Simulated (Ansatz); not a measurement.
System: Cs2HgSe2 (Pbam).

It takes space group Pbam (No. 55, orthorhombic). Conventional cell: a = 8.185 Å, b = 10.330 Å, c = 4.711 Å, α = 90.00°, β = 90.00°, γ = 90.00°. Nearest to Cs lie 6 Se at 3.66 to 3.72 Å and 1 Cs at 3.87 Å. Nearest to Hg lie 2 Se at 2.41 Å. Nearest to Se lie 1 Hg at 2.41 Å and 6 Cs at 3.66 to 3.72 Å. Farther neighbours and most contacts between anions are not listed.

```
Cs Hg Se
1.0
     8.18490    0.00000    0.00000
     0.00000   10.33020    0.00000
     0.00000    0.00000    4.71120
Cs Hg Se
4 2 4
Cartesian
  3.2103 8.6062 2.3556
  4.9746 1.7240 2.3556
  7.3027 6.8891 2.3556
  0.8822 3.4411 2.3556
  4.0925 5.1651 0.0000
  0.0000 0.0000 0.0000
  1.8846 6.1408 0.0000
  6.3003 4.1894 0.0000
  5.9770 9.3545 0.0000
  2.2079 0.9757 0.0000
```

The cell and positions come from the Crystallography Open Database and are kept as given unless a step says otherwise. Spin-orbit coupling is left out unless a run names it.

Gaps computed with Ansatz 0.2.0 without a self-energy: LDA 1.79 eV, PBE 2.00 eV, PBE+SOC 1.92 eV, HSE06 2.88 eV and PBE0 3.57 eV.

**Question.** Estimate the G0W0@PBE gap with 2×2×4 mesh, 904 empty bands, screening to 100 eV, PAW set soft_1 files.

About 3.43 eV: on its mesh the run moves the gap from 2.00 eV by +1.43 eV. Among the scalar-relativistic levels given, PBE0 is nearest (+0.14 eV). Spin-orbit coupling is not in that value; its −0.08 eV at the PBE level would bring it to about 3.35 eV. Bands and cutoff are finite, so the gap is not at the basis limit. The miss can reach some tenths of an eV and take either sign; the mesh is an error of its own. The 2×2×4 mesh is coarse for this cell (its supercell is 16 Å along the shortest edge). The RPA ε∞ on it, from the PBE start, is 3.32, 3.61 and 4.58; such meshes misread the long-range screening, most where the gap is narrow. The many-body steps are scalar-relativistic: spin-orbit coupling is not in them.

[Paths, hosts, dates, memory and timing lines, banners, echoed tables and standing remarks are left out of the program output.]

[Logs are printed without paths, hosts, clocks, repeated set-up lines and the standing remarks that a program may print on its own settings, such as how far it seeks lower states.]

[Runs of the session that timed out or met a known fault of the program may be left out.]

[Cells called generated may have been cut or substituted from an entry of the Crystallography Open Database or the Materials Project.]

[Hosts, paths, dates, database ids (printed as entryN), source tags and the programs' standing remarks are cut or masked in the printed files.]
